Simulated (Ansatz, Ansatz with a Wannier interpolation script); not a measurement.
Rows from a G0W0 calculation on MgAl2C2 (P-3m1) (Ansatz 0.2.0; G0W0 on LDA, plane waves, PAW; 6×6×4 mesh, 216 empty bands, screening to 140 eV), in eV. Spin-orbit coupling is left out.

| row | k | band | start | Σx | Σc at the solution | Vxc |
| --- | --- | --- | --- | --- | --- | --- |
| A | (0.000, 0.167, 0.000) | v1 | 8.308 | -16.310 | 1.499 | -14.458 |
| B | (0.000, 0.167, 0.000) | c2 | 12.789 | -6.823 | -4.652 | -11.985 |
| C | (0.000, -0.500, 0.250) | v1 | 7.156 | -17.404 | 2.249 | -14.698 |
| D | (0.000, 0.167, 0.000) | c1 | 12.432 | -8.898 | -4.527 | -13.927 |
| E | (0.000, -0.500, 0.250) | c1 | 10.150 | -6.889 | -3.888 | -11.133 |
| F | (0.000, -0.500, 0.250) | c2 | 11.960 | -7.338 | -4.413 | -12.303 |

**Question.** Work out each quasiparticle level and how far it moved.

The quasiparticle equation reads E = start + Σx + Σc(E) − Vxc.

| row | E (eV) | shift (eV) |
| --- | --- | --- |
| A | 7.955 | −0.353 |
| B | 13.299 | +0.510 |
| C | 6.699 | −0.457 |
| D | 12.934 | +0.501 |
| E | 10.507 | +0.357 |
| F | 12.513 | +0.552 |

The gap over the computed points goes from 1.84 eV to 2.55 eV.

Limits: not at the basis limit.

[Runs of the session that timed out or met a known fault of the program may be left out.]

[Hosts, paths, dates, database ids (printed as entryN), source tags and the programs' standing remarks are cut or masked in the printed files.]
